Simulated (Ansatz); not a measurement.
# Re(0001) with 2 thermally displaced layers, 2x2: scattering by thermal displacements, part 2 of 2

How much do lattice vibrations at 500 K scatter the electrons of Re? Layers with random displacements are laid between perfect leads, and the resistance is followed against their length.

Ansatz 0.2.0; Ansatz plane-wave DFT, PBE, PAW files; ballistic transport by layer matching (Landauer), zero bias; PAW set soft_1.

So far, open channels per spin nearest the Fermi level: step 2 (with 2 displaced layers) 5.38.

## (3) With 6 displaced layers

Each atom of 6 layers is moved at random, by amounts drawn from a normal law 0.0464 Å wide in each direction from the Debye model (430 K) at 500 K. A fresh draw is used; the growth of the resistance with length is what counts.

System of this step: Re(0001) with 6 thermally displaced layers, 2x2. The cell holds 64 atoms: 64 Re. Cell: a = 5.522 Å, b = 5.522 Å, c = 35.666 Å, α = 90.0°, β = 90.0°, γ = 120.0°. It derives from Re. Regions: lead, 40 atoms (40 Re); scattering region, 24 atoms (24 Re). The structure is stacked along c, and the current runs across the ab planes.

File input.yaml:

```yaml
crystal:
  lattice:
    - [5.5216, 0.0, 0.0]
    - [-2.7608, 4.7818458695, 0.0]
    - [0.0, 0.0, 35.6656]
  atoms:
    - { symbol: Re, position: [0.1666666667, 0.3333333333, 0.03125] }
    - { symbol: Re, position: [0.1666666667, 0.8333333333, 0.03125] }
    - { symbol: Re, position: [0.6666666667, 0.3333333333, 0.03125] }
    - { symbol: Re, position: [0.6666666667, 0.8333333333, 0.03125] }
    - { symbol: Re, position: [0.3333333333, 0.1666666667, 0.09375] }
    - { symbol: Re, position: [0.3333333333, 0.6666666667, 0.09375] }
    - { symbol: Re, position: [0.8333333333, 0.1666666667, 0.09375] }
    - { symbol: Re, position: [0.8333333333, 0.6666666667, 0.09375] }
    - { symbol: Re, position: [0.1666666667, 0.3333333333, 0.15625] }
    - { symbol: Re, position: [0.1666666667, 0.8333333333, 0.15625] }
    - { symbol: Re, position: [0.6666666667, 0.3333333333, 0.15625] }
    - { symbol: Re, position: [0.6666666667, 0.8333333333, 0.15625] }
    - { symbol: Re, position: [0.3333333333, 0.1666666667, 0.21875] }
    - { symbol: Re, position: [0.3333333333, 0.6666666667, 0.21875] }
    - { symbol: Re, position: [0.8333333333, 0.1666666667, 0.21875] }
    - { symbol: Re, position: [0.8333333333, 0.6666666667, 0.21875] }
    - { symbol: Re, position: [0.1666666667, 0.3333333333, 0.28125] }
    - { symbol: Re, position: [0.1666666667, 0.8333333333, 0.28125] }
    - { symbol: Re, position: [0.6666666667, 0.3333333333, 0.28125] }
    - { symbol: Re, position: [0.6666666667, 0.8333333333, 0.28125] }
    - { symbol: Re, position: [0.3413882155, 0.167579648, 0.3427819366] }
    - { symbol: Re, position: [0.3233588558, 0.6622215555, 0.3440367021] }
    - { symbol: Re, position: [0.8238265298, 0.1646353006, 0.3435426832] }
    - { symbol: Re, position: [0.838924278, 0.668751285, 0.3442127083] }
    - { symbol: Re, position: [0.1605384598, 0.3320746169, 0.4072707649] }
    - { symbol: Re, position: [0.1731131859, 0.8211061747, 0.4082211844] }
    - { symbol: Re, position: [0.6817795611, 0.34092088, 0.406594331] }
    - { symbol: Re, position: [0.6711061393, 0.8474926044, 0.4088023284] }
    - { symbol: Re, position: [0.3548711772, 0.1794380292, 0.4692153224] }
    - { symbol: Re, position: [0.3231494687, 0.6666234113, 0.4696047545] }
    - { symbol: Re, position: [0.8244164916, 0.1705038141, 0.4693096983] }
    - { symbol: Re, position: [0.833437552, 0.6551673461, 0.4678884389] }
    - { symbol: Re, position: [0.1573159995, 0.3219730402, 0.5335147209] }
    - { symbol: Re, position: [0.1640933045, 0.8365280549, 0.530913329] }
    - { symbol: Re, position: [0.6863952454, 0.3461557503, 0.5320746484] }
    - { symbol: Re, position: [0.6483872774, 0.8338386021, 0.5321401846] }
    - { symbol: Re, position: [0.3387765413, 0.1606659882, 0.5961223258] }
    - { symbol: Re, position: [0.3190160586, 0.6602423719, 0.5949674695] }
    - { symbol: Re, position: [0.8434688079, 0.1861124947, 0.5939954589] }
    - { symbol: Re, position: [0.8261747102, 0.6630000355, 0.5923292876] }
    - { symbol: Re, position: [0.1589821398, 0.3394554462, 0.6570066993] }
    - { symbol: Re, position: [0.1738901031, 0.8260051328, 0.65844928] }
    - { symbol: Re, position: [0.6718944429, 0.3486228789, 0.6556864969] }
    - { symbol: Re, position: [0.6616939533, 0.8357590731, 0.6575929898] }
    - { symbol: Re, position: [0.3333333333, 0.1666666667, 0.71875] }
    - { symbol: Re, position: [0.3333333333, 0.6666666667, 0.71875] }
    - { symbol: Re, position: [0.8333333333, 0.1666666667, 0.71875] }
    - { symbol: Re, position: [0.8333333333, 0.6666666667, 0.71875] }
    - { symbol: Re, position: [0.1666666667, 0.3333333333, 0.78125] }
    - { symbol: Re, position: [0.1666666667, 0.8333333333, 0.78125] }
    - { symbol: Re, position: [0.6666666667, 0.3333333333, 0.78125] }
    - { symbol: Re, position: [0.6666666667, 0.8333333333, 0.78125] }
    - { symbol: Re, position: [0.3333333333, 0.1666666667, 0.84375] }
    - { symbol: Re, position: [0.3333333333, 0.6666666667, 0.84375] }
    - { symbol: Re, position: [0.8333333333, 0.1666666667, 0.84375] }
    - { symbol: Re, position: [0.8333333333, 0.6666666667, 0.84375] }
    - { symbol: Re, position: [0.1666666667, 0.3333333333, 0.90625] }
    - { symbol: Re, position: [0.1666666667, 0.8333333333, 0.90625] }
    - { symbol: Re, position: [0.6666666667, 0.3333333333, 0.90625] }
    - { symbol: Re, position: [0.6666666667, 0.8333333333, 0.90625] }
    - { symbol: Re, position: [0.3333333333, 0.1666666667, 0.96875] }
    - { symbol: Re, position: [0.3333333333, 0.6666666667, 0.96875] }
    - { symbol: Re, position: [0.8333333333, 0.1666666667, 0.96875] }
    - { symbol: Re, position: [0.8333333333, 0.6666666667, 0.96875] }
kpoints:
  mp_grid: { grid: [5, 5, 1] }
hamiltonian:
  xc: pbe
  pseudopotentials: { kind: paw, azcp: { folder: soft_1 } }
scf:
  occupations: { method: fermi_dirac, width: 0.1 }
output:
  transmission:
    leads: [[0, 8]]
    kmesh: [10, 10]
    e_range: [-0.05, 0.05]
    de: 0.05
  write_potential: true
  write_density: true
  volumetric_format: npy
```

Started as:

```bash
> ansatz run input.yaml --threads 4 --pin off --max-ram 15360MiB --backend cpu --events-out ev --progress --plain --runs-dir out
```

Numbers of over 12 decimals in the logs are rounded to 6 here.

The log of the run:

```text
[...]
Crystal: 64 atoms, lattice volume = 941.695 Å³
Basis set: ecut = 420 eV, 18377 PW (Γ)
Bands: 576, of which v1, the nominal top of the filled ones, is band 480 counted from 1 (479 counted from 0)
Symmetry: 1 space group operations
[...]
k-points: 13 of 25 (time reversal used)
[...]
SCF iter   1: F=—  HF=-695646.416233 eV  |F-HF|=—  |Δ(HF+E_count)|=         —  Δρ=6.07e-2  dr2=3.47e1  ethr=3.10e-3  ⟨swp⟩=5.0  Hψ=22500  notcnv=0
[...]
SCF iter   7: F=-695634.550459 eV  HF=-695634.550459 eV  |F-HF|=6.12e-8  |Δ(HF+E_count)|=   1.84e-7  Δρ=2.71e-6  dr2=9.69e-8  ethr=1.04e-11  ⟨swp⟩=7.8  Hψ=27154  notcnv=0
SCF 1 converged in 7 iterations: F = -695634.550459 eV  dr2 = 9.69e-8
[...]
transmission: 344 of 3432 steps passed
transmission: 689 of 3432 steps passed
[...]
transmission: 3432 of 3432 steps passed
SCF converged after 7 iterations
Free energy (F): -695634.550459 eV
[...]
Internal energy: -695632.800505 eV  (E = F + TS)
E sigma→0 (E₀):  -695633.675482 eV
Entropy (-TS):   -1.749954 eV (-27.343 meV/atom)
Fermi energy:    24.065999 eV
[...]
--- Band table (eV; the first three rows and the last of 13) ---
  k-point 0: bands = [... 476 lower, 24.5240, 24.5419, 24.6556, 24.9297, 24.9385, 24.9394, 24.9563, 24.9589, ... 92 higher]
  k-point 1: bands = [... 476 lower, 24.1755, 24.1856, 24.2112, 24.2683, 24.2734, 24.2963, 24.3153, 24.3438, ... 92 higher]
  k-point 2: bands = [... 476 lower, 23.6896, 23.7095, 23.7435, 23.7661, 23.8912, 23.9307, 23.9961, 24.0123, ... 92 higher]
  k-point 12: bands = [... 476 lower, 23.7699, 23.7880, 23.8031, 23.8448, 23.8691, 23.9673, 23.9819, 24.0952, ... 92 higher]
--- Transmission ---
  basis      : 235 plane waves across, 66 finite elements along
  points     : 52, standing for a mesh of 10 x 10
[...]
channels       : 5.380000e0 a spin
[...]
junction   : crystal 0 to crystal 0, 0.70 to 31.91 Å
    transmission   : 4.167699e0 a spin
[...]
```

It took 17 min on 4 threads of Arm Neoverse V1, shared host; peak memory 10 GiB; 62 min of CPU time.

Numbers from this step:

```
free energy                                   : -695634.5505 eV
energy at zero smearing                       : -695633.6755 eV
Fermi energy                                  : 24.07 eV
transmission per spin nearest the Fermi level : 4.168
step of the lead's potential                  : 6 meV
```

Per spin. Table of transmission, zone mean by energy, zero at the Fermi level:

```tsv
energy (eV)	transmission, zone mean
-0.0500	4.09
0.0000	4.17
0.0500	4.04
```

Over the solved energies the transmission per spin lies between 4.04 and 4.17, out of 5.28 channels of the lead on average (up to 5.38).

## (4) With 10 displaced layers

Each atom of 10 layers is moved at random, by amounts drawn from a normal law 0.0464 Å wide in each direction from the Debye model (430 K) at 500 K. A fresh draw is used; the growth of the resistance with length is what counts.

System of this step: Re(0001) with 10 thermally displaced layers, 2x2. The cell holds 80 atoms: 80 Re. Its edges and angles: a = 5.522 Å, b = 5.522 Å, c = 44.582 Å, α = 90.0°, β = 90.0°, γ = 120.0°. It derives from Re. Regions: lead, 40 atoms (40 Re); scattering region, 40 atoms (40 Re). The structure is stacked along c, and the current runs across the ab planes.

File input.yaml:

```yaml
crystal:
  lattice:
    - [5.5216, 0.0, 0.0]
    - [-2.7608, 4.7818458695, 0.0]
    - [0.0, 0.0, 44.582]
  atoms:
    - { symbol: Re, position: [0.1666666667, 0.3333333333, 0.025] }
    - { symbol: Re, position: [0.1666666667, 0.8333333333, 0.025] }
    - { symbol: Re, position: [0.6666666667, 0.3333333333, 0.025] }
    - { symbol: Re, position: [0.6666666667, 0.8333333333, 0.025] }
    - { symbol: Re, position: [0.3333333333, 0.1666666667, 0.075] }
    - { symbol: Re, position: [0.3333333333, 0.6666666667, 0.075] }
    - { symbol: Re, position: [0.8333333333, 0.1666666667, 0.075] }
    - { symbol: Re, position: [0.8333333333, 0.6666666667, 0.075] }
    - { symbol: Re, position: [0.1666666667, 0.3333333333, 0.125] }
    - { symbol: Re, position: [0.1666666667, 0.8333333333, 0.125] }
    - { symbol: Re, position: [0.6666666667, 0.3333333333, 0.125] }
    - { symbol: Re, position: [0.6666666667, 0.8333333333, 0.125] }
    - { symbol: Re, position: [0.3333333333, 0.1666666667, 0.175] }
    - { symbol: Re, position: [0.3333333333, 0.6666666667, 0.175] }
    - { symbol: Re, position: [0.8333333333, 0.1666666667, 0.175] }
    - { symbol: Re, position: [0.8333333333, 0.6666666667, 0.175] }
    - { symbol: Re, position: [0.1666666667, 0.3333333333, 0.225] }
    - { symbol: Re, position: [0.1666666667, 0.8333333333, 0.225] }
    - { symbol: Re, position: [0.6666666667, 0.3333333333, 0.225] }
    - { symbol: Re, position: [0.6666666667, 0.8333333333, 0.225] }
    - { symbol: Re, position: [0.3318443388, 0.1609804227, 0.2736029461] }
    - { symbol: Re, position: [0.3239870779, 0.6715483688, 0.2760309142] }
    - { symbol: Re, position: [0.8267348403, 0.156233191, 0.2759093864] }
    - { symbol: Re, position: [0.8191025187, 0.659741851, 0.2756468705] }
    - { symbol: Re, position: [0.149618538, 0.337085483, 0.3243941458] }
    - { symbol: Re, position: [0.167218154, 0.8325981734, 0.3252105283] }
    - { symbol: Re, position: [0.6688224352, 0.3259685799, 0.3264801367] }
    - { symbol: Re, position: [0.676870151, 0.8415270713, 0.3262133566] }
    - { symbol: Re, position: [0.3440556801, 0.174863765, 0.3750787405] }
    - { symbol: Re, position: [0.3206781064, 0.6653552037, 0.3741984509] }
    - { symbol: Re, position: [0.8226227045, 0.1691765783, 0.3744077822] }
    - { symbol: Re, position: [0.8196079954, 0.656537774, 0.3752795911] }
    - { symbol: Re, position: [0.1761045683, 0.3461761099, 0.4249855061] }
    - { symbol: Re, position: [0.1822376828, 0.8469511428, 0.4261980464] }
    - { symbol: Re, position: [0.6527399741, 0.3452654452, 0.4253537582] }
    - { symbol: Re, position: [0.6720332307, 0.8369384328, 0.4253986911] }
    - { symbol: Re, position: [0.3342769234, 0.1631811531, 0.4730192007] }
    - { symbol: Re, position: [0.3285146964, 0.6588613884, 0.47612513] }
    - { symbol: Re, position: [0.8313100677, 0.1674773206, 0.4741150254] }
    - { symbol: Re, position: [0.8289828807, 0.6665546657, 0.4734527895] }
    - { symbol: Re, position: [0.1686804479, 0.3323032342, 0.5237649194] }
    - { symbol: Re, position: [0.1489881787, 0.8383157347, 0.5246900277] }
    - { symbol: Re, position: [0.6610624905, 0.3310399657, 0.5268920948] }
    - { symbol: Re, position: [0.6666684218, 0.8341745187, 0.5234510211] }
    - { symbol: Re, position: [0.3516428317, 0.1755766645, 0.5761113507] }
    - { symbol: Re, position: [0.3381852251, 0.6755685731, 0.5753863891] }
    - { symbol: Re, position: [0.8377513987, 0.1651886757, 0.5734647549] }
    - { symbol: Re, position: [0.8325907511, 0.6478757, 0.5747500749] }
    - { symbol: Re, position: [0.1598828236, 0.3232058093, 0.6256386471] }
    - { symbol: Re, position: [0.162860569, 0.8290907755, 0.6255414824] }
    - { symbol: Re, position: [0.6694029257, 0.3468221296, 0.6253660859] }
    - { symbol: Re, position: [0.6532367506, 0.8144519998, 0.6236378058] }
    - { symbol: Re, position: [0.3422281141, 0.1661752356, 0.6747050886] }
    - { symbol: Re, position: [0.3409253629, 0.6542104796, 0.6743899616] }
    - { symbol: Re, position: [0.8322058101, 0.1723607618, 0.6743088422] }
    - { symbol: Re, position: [0.8203803077, 0.651078585, 0.6757597118] }
    - { symbol: Re, position: [0.1711333657, 0.3287070975, 0.7251701397] }
    - { symbol: Re, position: [0.1535042575, 0.8287514159, 0.7264353143] }
    - { symbol: Re, position: [0.6790265057, 0.3557699581, 0.7241800369] }
    - { symbol: Re, position: [0.6705976842, 0.8314347183, 0.7255893725] }
    - { symbol: Re, position: [0.3333333333, 0.1666666667, 0.775] }
    - { symbol: Re, position: [0.3333333333, 0.6666666667, 0.775] }
    - { symbol: Re, position: [0.8333333333, 0.1666666667, 0.775] }
    - { symbol: Re, position: [0.8333333333, 0.6666666667, 0.775] }
    - { symbol: Re, position: [0.1666666667, 0.3333333333, 0.825] }
    - { symbol: Re, position: [0.1666666667, 0.8333333333, 0.825] }
    - { symbol: Re, position: [0.6666666667, 0.3333333333, 0.825] }
    - { symbol: Re, position: [0.6666666667, 0.8333333333, 0.825] }
    - { symbol: Re, position: [0.3333333333, 0.1666666667, 0.875] }
    - { symbol: Re, position: [0.3333333333, 0.6666666667, 0.875] }
    - { symbol: Re, position: [0.8333333333, 0.1666666667, 0.875] }
    - { symbol: Re, position: [0.8333333333, 0.6666666667, 0.875] }
    - { symbol: Re, position: [0.1666666667, 0.3333333333, 0.925] }
    - { symbol: Re, position: [0.1666666667, 0.8333333333, 0.925] }
    - { symbol: Re, position: [0.6666666667, 0.3333333333, 0.925] }
    - { symbol: Re, position: [0.6666666667, 0.8333333333, 0.925] }
    - { symbol: Re, position: [0.3333333333, 0.1666666667, 0.975] }
    - { symbol: Re, position: [0.3333333333, 0.6666666667, 0.975] }
    - { symbol: Re, position: [0.8333333333, 0.1666666667, 0.975] }
    - { symbol: Re, position: [0.8333333333, 0.6666666667, 0.975] }
kpoints:
  mp_grid: { grid: [5, 5, 1] }
hamiltonian:
  xc: pbe
  pseudopotentials: { kind: paw, azcp: { folder: soft_1 } }
scf:
  occupations: { method: fermi_dirac, width: 0.1 }
output:
  transmission:
    leads: [[0, 8]]
    kmesh: [10, 10]
    e_range: [-0.05, 0.05]
    de: 0.05
  write_potential: true
  write_density: true
  volumetric_format: npy
```

The log of the run:

```text
[...]
Crystal: 80 atoms, lattice volume = 1177.118 Å³
Basis set: ecut = 420 eV, 23015 PW (Γ)
Bands: 720, of which v1, the nominal top of the filled ones, is band 600 counted from 1 (599 counted from 0)
Symmetry: 1 space group operations
[...]
k-points: 13 of 25 (time reversal used)
[...]
SCF iter   1: F=—  HF=-869557.650432 eV  |F-HF|=—  |Δ(HF+E_count)|=         —  Δρ=6.07e-2  dr2=4.21e1  ethr=3.10e-3  ⟨swp⟩=5.0  Hψ=28057  notcnv=0
[...]
SCF iter   8: F=-869542.754953 eV  HF=-869542.754953 eV  |F-HF|=3.14e-9  |Δ(HF+E_count)|=   1.94e-8  Δρ=5.62e-7  dr2=5.28e-9  ethr=8.33e-12  ⟨swp⟩=8.0  Hψ=22542  notcnv=0
SCF 1 converged in 8 iterations: F = -869542.754953 eV  dr2 = 5.28e-9
[...]
transmission: 422 of 4212 steps passed
transmission: 845 of 4212 steps passed
[...]
transmission: 4212 of 4212 steps passed
SCF converged after 8 iterations
Free energy (F): -869542.754953 eV
[...]
Internal energy: -869540.574043 eV  (E = F + TS)
E sigma→0 (E₀):  -869541.664498 eV
Entropy (-TS):   -2.180911 eV (-27.261 meV/atom)
Fermi energy:    24.056534 eV
[...]
--- Band table (eV; the first three rows and the last of 13) ---
  k-point 0: bands = [... 596 lower, 24.6546, 24.6670, 24.6694, 24.6919, 24.7018, 24.8051, 24.8420, 24.8708, ... 116 higher]
  k-point 1: bands = [... 596 lower, 24.1756, 24.2004, 24.2166, 24.2552, 24.2721, 24.2853, 24.2995, 24.3208, ... 116 higher]
  k-point 2: bands = [... 596 lower, 23.7095, 23.7253, 23.7617, 23.7754, 23.8836, 23.9022, 23.9473, 23.9731, ... 116 higher]
  k-point 12: bands = [... 596 lower, 23.8133, 23.8311, 23.8485, 23.8629, 23.8782, 23.9005, 23.9228, 24.0703, ... 116 higher]
--- Transmission ---
  basis      : 235 plane waves across, 81 finite elements along
  points     : 52, standing for a mesh of 10 x 10
[...]
channels       : 5.380000e0 a spin
[...]
junction   : crystal 0 to crystal 0, 0.70 to 40.82 Å
    transmission   : 3.641529e0 a spin
[...]
```

Elapsed: 28 min, on 4 threads; peak memory 8.4 GiB.

This step gave:

```
free energy                                   : -869542.7550 eV
energy at zero smearing                       : -869541.6645 eV
Fermi energy                                  : 24.06 eV
transmission per spin nearest the Fermi level : 3.642
step of the lead's potential                  : 6.1 meV
```

Per spin. Table of transmission, zone mean by energy, zero at the Fermi level:

```tsv
energy (eV)	transmission, zone mean
-0.0500	3.58
0.0000	3.64
0.0500	3.45
```

Over the solved energies the transmission per spin lies between 3.45 and 3.64, out of 5.26 channels of the lead on average (up to 5.38).

## (5) Resistance against length

This step: Ansatz plane-wave DFT, PBE, PAW files; ballistic transport by layer matching (Landauer), zero bias; resistivity from the slope of the area resistance; PAW set soft_1 (Ansatz 0.2.0).

This step gave:

- resistivity: 14.52 µΩ cm
- intercept: -0.01201 fΩ m²
- scatter about the fit: 0.002500 fΩ m²

Resistance, by row:

```tsv
run	length (Å)	T	channels N	RA (fΩ m²)
n2	4.458	4.894	5.28	0.05094
n6	13.37	4.1	5.28	0.1857
n10	22.29	3.558	5.26	0.3098
```

Area resistance against length of the displaced region:

```tsv
length of the displaced region (Å)	area resistance (fΩ m²)
4.46	0.0509
13.37	0.186
22.29	0.310
```

The area resistance goes from 0.051 to 0.31 fΩ m² between 4.5 and 22.3 Å, a slope of 15 µΩ cm.

By hand from the end points: (0.3098 − 0.05094) fΩ m² / (22.29 − 4.46) Å = 15 µΩ cm, since 1 fΩ m² per Å is 1000 µΩ cm.

## (6) What came out

| Quantity | Value |
| --- | --- |
| resistivity from the slope | 14.5 µΩ cm |
| area resistance over 4.46 Å | 0.0509 fΩ m² |
| area resistance over 13.4 Å | 0.186 fΩ m² |
| area resistance over 22.3 Å | 0.310 fΩ m² |

The slope gives 15 µΩ cm. The points scatter by 0.0025 fΩ m² about the line, with one random draw a length in a 2x2 cell, so the slope is a rough value. The mean square of the displacements drawn is 0.73, 0.99 and 0.93 of the nominal one at the three lengths; with each resistance scaled back by that, the slope is 15 µΩ cm, the value used below. Read with a model of isotropic scattering on a spherical Fermi surface and the lead's 1.5×10¹⁵ S/m², this slope means a mean free path near 35 Å; over these lengths the model's slope is 1.08 times its bulk resistivity, which would be 14 µΩ cm. Uncorrelated displacements put too much weight on short waves, which scatter strongly; with the sideways repeat of a small cell, one draw and three short lengths, the method is good to a factor of two or three. Spin-orbit coupling is left out, which matters for Re.

[Logs are printed without paths, hosts, clocks, repeated set-up lines and the standing remarks that a program may print on its own settings, such as how far it seeks lower states.]

[Hosts, paths, dates, database ids (printed as entryN), source tags and the programs' standing remarks are cut or masked in the printed files.]
